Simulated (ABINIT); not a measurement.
## KCl (Sylvite): making up for missing bands

Wanted: gap and time of KCl (Sylvite) with truncated and completed band sums.

Calculated with ABINIT 10.8.3; PBE and many-body steps on it, plane waves.

Report form: the programs' logs are mostly left out.

### Step 1. The structure

It takes space group Fm-3m (No. 225, cubic). The conventional cell has a = 6.293 Å, b = 6.293 Å, c = 6.293 Å, α = 90.00°, β = 90.00°, γ = 90.00°. K has 6 Cl at 3.15 Å nearest. Nearest to Cl lie 6 K at 3.15 Å. Farther neighbours and most contacts between anions are not listed.

Structure file:

```cif
data_structure
_symmetry_space_group_name_H-M 'Fm-3m'
_symmetry_Int_Tables_number 225
_cell_length_a 6.2929
_cell_length_b 6.2929
_cell_length_c 6.2929
_cell_angle_alpha 90.000
_cell_angle_beta 90.000
_cell_angle_gamma 90.000
_cell_volume 249.21
loop_
_atom_site_label
_atom_site_type_symbol
_atom_site_symmetry_multiplicity
_atom_site_Wyckoff_symbol
_atom_site_fract_x
_atom_site_fract_y
_atom_site_fract_z
_atom_site_occupancy
K1 K 4 a 0.00000 0.00000 0.00000 1
Cl1 Cl 4 b 0.50000 0.00000 0.00000 1
```

The cell and positions come from the Crystallography Open Database and are kept as given unless a step says otherwise.

### Step 2. Empty states on the mesh, 4×4×4 mesh, 392 bands

This step: ABINIT 10.8.3; DFT, PBE, plane waves, norm-conserving pseudopotentials.

The sums over transitions need many empty states on a uniform mesh; this step solves for them.

Contents of run.abi:

```
acell 3*1.0 Angstrom
rprim 
  -0.000000000000 3.146470000000 3.146470000000
  3.146470000000 0.000000000000 3.146470000000
  3.146470000000 3.146470000000 -0.000000000000
ntypat 2
znucl 19 17
natom 2
typat 1 2
xred 
  0.000000000000 0.000000000000 0.000000000000
  0.500000000000 0.500000000000 0.500000000000
pp_dirpath "pseudos"
pseudos "K.upf, Cl.upf"
ecut 33
ngkpt 4 4 4
nshiftk 1
shiftk 0 0 0
kptopt 1
chksymbreak 0
irdden 1
istwfk *1
nband 392
prtvol 0
optdriver 6
gwr_task "HDIAGO"
paral_kgb 0
occopt 1
indata_prefix "in"
outdata_prefix "out"
tmpdata_prefix "tmp"
```

Run with:

```sh
OMP_NUM_THREADS=1 mpirun -n 4 abinit run.abi > log
```

It took 86 s on 4 MPI ranks of Arm Neoverse V1, shared host; peak memory 3.4 GiB.

This step gave:

```
gap                                                           : 5.190 eV
k of the valence top                                          : 0, 0, 0
k of the conduction bottom                                    : 0, 0, 0
least direct gap                                              : 5.190 eV
k points computed                                             : 8
lowest point of the top converged band, above the valence top : 185.4152 eV
```

On this mesh the gap is 5.190 eV.

The density comes from a self-consistent run that is not shown.

### Step 3. Screening, 4×4×4 mesh, 384 bands, screening to 266.7 eV

The RPA dielectric matrix is built and inverted for each q.

This step: RPA screening on PBE, plane waves, norm-conserving pseudopotentials.

run.abi, as its differences from that of step 2:

```diff
@@ -20,10 +20,11 @@
 chksymbreak 0
-irdden 1
 istwfk *1
-nband 392
-prtvol 0
-optdriver 6
-gwr_task "HDIAGO"
-paral_kgb 0
 occopt 1
+irdwfk 1
+optdriver 3
+nband 384
+ecuteps 9.8
+inclvkb 2
+awtr 1
+symchi 1
 indata_prefix "in"
```

Wall time 4 min (4 MPI ranks); peak memory 3 GiB.

This step gave:

- ε∞ with local fields, on this mesh, along the program's q direction: 2.178
- the same without local fields: 2.586
- plasma frequency: 18.82 eV
- plane waves in the screening matrix: 609

Local fields lower ε∞ by 16 %.

### Step 4. 384 bands

The self-energy is evaluated for the states that the input lists, and the levels follow from it, in one-shot runs by the linearised quasiparticle equation.

This step: G0W0 on PBE, plane waves, norm-conserving pseudopotentials.

run.abi, as its differences from that of step 3:

```diff
@@ -23,8 +23,15 @@
 irdwfk 1
-optdriver 3
+optdriver 4
 nband 384
+gwcalctyp 0
+ecutsigx 33
+symsigma 1
+nkptgw 1
+kptgw 
+  0.0000000000 0.0000000000 0.0000000000
+bdgw 
+  6 12
 ecuteps 9.8
-inclvkb 2
-awtr 1
-symchi 1
+irdscr 1
+ppmodel 1
 indata_prefix "in"
```

Wall time 96 s (4 MPI ranks); peak memory 3.5 GiB; 6.4 min of CPU time.

This step gave:

| Property | Result |
| --- | --- |
| G0W0 gap on the points computed | 8.19 eV |
| starting gap on the mesh | 5.190 eV |
| k of the valence top | 0, 0, 0 |
| k of the conduction bottom | 0, 0, 0 |
| Z at the valence top | 0.807 |
| Z at the conduction bottom | 0.872 |
| least direct G0W0 gap on the computed points | 8.19 eV |

The gap on the mesh goes from 5.19 eV to 8.19 eV, a correction of +3.00 eV.

### Step 5. Screening, 4×4×4 mesh, 41 bands, screening to 266.7 eV

This step: RPA screening on PBE, plane waves, norm-conserving pseudopotentials.

run.abi, as its differences from that of step 4:

```diff
@@ -23,15 +23,8 @@
 irdwfk 1
-optdriver 4
-nband 384
-gwcalctyp 0
-ecutsigx 33
-symsigma 1
-nkptgw 1
-kptgw 
-  0.0000000000 0.0000000000 0.0000000000
-bdgw 
-  6 12
+optdriver 3
+nband 41
 ecuteps 9.8
-irdscr 1
-ppmodel 1
+inclvkb 2
+awtr 1
+symchi 1
 indata_prefix "in"
```

Run time: 27 s. Hardware: 4 MPI ranks; peak memory 0.84 GiB.

This step gave:

* ε∞ with local fields, on this mesh, along the program's q direction: 2.170
* the same without local fields: 2.580
* plasma frequency: 18.82 eV
* plane waves in the screening matrix: 609

### Step 6. 41 bands

This step: G0W0 on PBE, plane waves, norm-conserving pseudopotentials.

run.abi, as its differences from that of step 5:

```diff
@@ -23,8 +23,15 @@
 irdwfk 1
-optdriver 3
+optdriver 4
 nband 41
+gwcalctyp 0
+ecutsigx 33
+symsigma 1
+nkptgw 1
+kptgw 
+  0.0000000000 0.0000000000 0.0000000000
+bdgw 
+  6 12
 ecuteps 9.8
-inclvkb 2
-awtr 1
-symchi 1
+irdscr 1
+ppmodel 1
 indata_prefix "in"
```

It took 14 s on 4 MPI ranks; peak memory 1.4 GiB; 54 s of CPU time.

Numbers from this step:

- G0W0 gap on the points computed: 7.875 eV
- starting gap on the mesh: 5.190 eV
- k of the valence top: 0, 0, 0
- k of the conduction bottom: 0, 0, 0
- Z at the valence top: 0.813
- Z at the conduction bottom: 0.876
- least direct G0W0 gap on the computed points: 7.875 eV

Against G0W0 in ABINIT (4×4×4 mesh, 384 bands, screening to 266.7 eV, Godby-Needs plasmon pole), the gap moves by −0.315 eV.

### Step 7. Screening, 4×4×4 mesh, 41 bands, screening to 266.7 eV

This step: RPA screening on PBE, plane waves, norm-conserving pseudopotentials.

run.abi, as its differences from that of step 6:

```diff
@@ -23,15 +23,10 @@
 irdwfk 1
-optdriver 4
+optdriver 3
 nband 41
-gwcalctyp 0
-ecutsigx 33
-symsigma 1
-nkptgw 1
-kptgw 
-  0.0000000000 0.0000000000 0.0000000000
-bdgw 
-  6 12
 ecuteps 9.8
-irdscr 1
-ppmodel 1
+inclvkb 2
+awtr 1
+symchi 1
+gwcomp 1
+gwencomp 3
 indata_prefix "in"
```

Wall time 93 s (4 MPI ranks); peak memory 1.1 GiB.

This step gave:

```
ε∞ with local fields, on this mesh, along the program's q direction : 2.173
the same without local fields                                       : 2.580
plasma frequency                                                    : 18.82 eV
plane waves in the screening matrix                                 : 609
```

### Step 8. 41 bands, completed

This step: G0W0 on PBE, plane waves, norm-conserving pseudopotentials.

run.abi, as its differences from that of step 7:

```diff
@@ -23,8 +23,15 @@
 irdwfk 1
-optdriver 3
+optdriver 4
 nband 41
+gwcalctyp 0
+ecutsigx 33
+symsigma 1
+nkptgw 1
+kptgw 
+  0.0000000000 0.0000000000 0.0000000000
+bdgw 
+  6 12
 ecuteps 9.8
-inclvkb 2
-awtr 1
-symchi 1
+irdscr 1
+ppmodel 1
 gwcomp 1
```

Run time: 15 s. Hardware: 4 MPI ranks; peak memory 1.4 GiB; 59 s of CPU time.

Numbers from this step:

| Property | Result |
| --- | --- |
| G0W0 gap on the points computed | 8.146 eV |
| starting gap on the mesh | 5.190 eV |
| k of the valence top | 0, 0, 0 |
| k of the conduction bottom | 0, 0, 0 |
| least direct G0W0 gap on the computed points | 8.146 eV |

Against G0W0 in ABINIT (4×4×4 mesh, 384 bands, screening to 266.7 eV, Godby-Needs plasmon pole), the gap moves by −0.044 eV.

### Step 9. Screening, 4×4×4 mesh, 141 bands, screening to 266.7 eV

This step: RPA screening on PBE, plane waves, norm-conserving pseudopotentials.

run.abi, as its differences from that of step 8:

```diff
@@ -23,17 +23,8 @@
 irdwfk 1
-optdriver 4
-nband 41
-gwcalctyp 0
-ecutsigx 33
-symsigma 1
-nkptgw 1
-kptgw 
-  0.0000000000 0.0000000000 0.0000000000
-bdgw 
-  6 12
+optdriver 3
+nband 141
 ecuteps 9.8
-irdscr 1
-ppmodel 1
-gwcomp 1
-gwencomp 3
+inclvkb 2
+awtr 1
+symchi 1
 indata_prefix "in"
```

It took 90 s on 4 MPI ranks; peak memory 1.5 GiB.

This step gave:

```yaml
eps_infinity_with_local_fields_on_this_mesh_along_the_program_s_q_direction: 2.177
the_same_without_local_fields: 2.585
plasma_frequency: 18.82 eV
plane_waves_in_the_screening_matrix: 609
```

### Step 10. 141 bands

This step: G0W0 on PBE, plane waves, norm-conserving pseudopotentials.

run.abi, as its differences from that of step 9:

```diff
@@ -23,8 +23,15 @@
 irdwfk 1
-optdriver 3
+optdriver 4
 nband 141
+gwcalctyp 0
+ecutsigx 33
+symsigma 1
+nkptgw 1
+kptgw 
+  0.0000000000 0.0000000000 0.0000000000
+bdgw 
+  6 12
 ecuteps 9.8
-inclvkb 2
-awtr 1
-symchi 1
+irdscr 1
+ppmodel 1
 indata_prefix "in"
```

Run time: 38 s. Hardware: 4 MPI ranks; peak memory 2 GiB; 2.5 min of CPU time.

Numbers from this step:

```
G0W0 gap on the points computed              : 8.06 eV
starting gap on the mesh                     : 5.190 eV
k of the valence top                         : 0, 0, 0
k of the conduction bottom                   : 0, 0, 0
least direct G0W0 gap on the computed points : 8.06 eV
```

Against G0W0 in ABINIT (4×4×4 mesh, 384 bands, screening to 266.7 eV, Godby-Needs plasmon pole), the gap moves by −0.130 eV.

### Step 11. Screening, 4×4×4 mesh, 141 bands, screening to 266.7 eV

This step: RPA screening on PBE, plane waves, norm-conserving pseudopotentials.

run.abi, as its differences from that of step 10:

```diff
@@ -23,15 +23,10 @@
 irdwfk 1
-optdriver 4
+optdriver 3
 nband 141
-gwcalctyp 0
-ecutsigx 33
-symsigma 1
-nkptgw 1
-kptgw 
-  0.0000000000 0.0000000000 0.0000000000
-bdgw 
-  6 12
 ecuteps 9.8
-irdscr 1
-ppmodel 1
+inclvkb 2
+awtr 1
+symchi 1
+gwcomp 1
+gwencomp 1.5
 indata_prefix "in"
```

Run time: 2.6 min. Hardware: 4 MPI ranks; peak memory 1.7 GiB.

This step gave:

```yaml
eps_infinity_with_local_fields_on_this_mesh_along_the_program_s_q_direction: 2.178
the_same_without_local_fields: 2.585
plasma_frequency: 18.82 eV
plane_waves_in_the_screening_matrix: 609
```

### Step 12. 141 bands, completed

This step: G0W0 on PBE, plane waves, norm-conserving pseudopotentials.

run.abi, as its differences from that of step 11:

```diff
@@ -23,8 +23,15 @@
 irdwfk 1
-optdriver 3
+optdriver 4
 nband 141
+gwcalctyp 0
+ecutsigx 33
+symsigma 1
+nkptgw 1
+kptgw 
+  0.0000000000 0.0000000000 0.0000000000
+bdgw 
+  6 12
 ecuteps 9.8
-inclvkb 2
-awtr 1
-symchi 1
+irdscr 1
+ppmodel 1
 gwcomp 1
```

The job ended after 41 s (4 MPI ranks; peak memory 2 GiB).

This step gave:

```yaml
g0w0_gap_on_the_points_computed: 8.233 eV
starting_gap_on_the_mesh: 5.190 eV
k_of_the_valence_top: 0, 0, 0
k_of_the_conduction_bottom: 0, 0, 0
least_direct_g0w0_gap_on_the_computed_points: 8.233 eV
```

Against G0W0 in ABINIT (4×4×4 mesh, 384 bands, screening to 266.7 eV, Godby-Needs plasmon pole), the gap moves by +0.043 eV.

### Step 13. The runs together

Times are wall times on 4 MPI ranks of Arm Neoverse V1, shared host, good to a factor of about two. A run's time includes the screening step that it read.

```tsv
run	mesh	bands	screening cutoff (eV)	DFT gap (eV)	gap on the mesh (eV)	direct (eV)	ε∞ used	time
384 bands	4×4×4	384	266.7	5.190	8.190	8.190	2.18	5.6 min
41 bands	4×4×4	41	266.7	5.190	7.875	7.875	2.17	40 s
41 bands, completed	4×4×4	41	266.7	5.190	8.146	8.146	2.17	1.8 min
141 bands	4×4×4	141	266.7	5.190	8.060	8.060	2.18	2.1 min
141 bands, completed	4×4×4	141	266.7	5.190	8.233	8.233	2.18	3.3 min
```

### Step 14. What came out

| Property | Result |
| --- | --- |
| 384 bands | 8.190 eV |
| 41 bands | 7.875 eV |
| 41 bands, completed | 8.146 eV |
| 141 bands | 8.060 eV |
| 141 bands, completed | 8.233 eV |

What this shows: 41 bands: −0.315 eV against 384 bands. 41 bands, completed: −0.044 eV against 384 bands. 141 bands: −0.130 eV against 384 bands. 141 bands, completed: +0.043 eV against 384 bands. The row with most bands is itself short of the limit, so it is no exact reference, and agreement of a truncated run with it can be a cancellation between the edges. In the G0W0 runs levels were corrected at 1 k point alone, so a gap called «on the mesh» is the least over those, and an edge elsewhere would be missed.

[Paths, hosts, dates, memory and timing lines, banners, echoed tables and standing remarks are left out of the program output.]

[Logs are printed without paths, hosts, clocks, repeated set-up lines and the standing remarks that a program may print on its own settings, such as how far it seeks lower states.]

[Runs of the session that timed out or met a known fault of the program may be left out.]

[Hosts, paths, dates, database ids (printed as entryN), source tags and the programs' standing remarks are cut or masked in the printed files.]

[G0W0 gaps are taken among the corrected bands and points alone; a level outside them can change the order at an edge.]

[Where Ansatz stands beside ABINIT at settings called matched, ABINIT's density can come from a denser mesh and the files from another edition; pairs whose starting gaps differed by over 0.03 eV were left out, so agreement reads better than it is.]
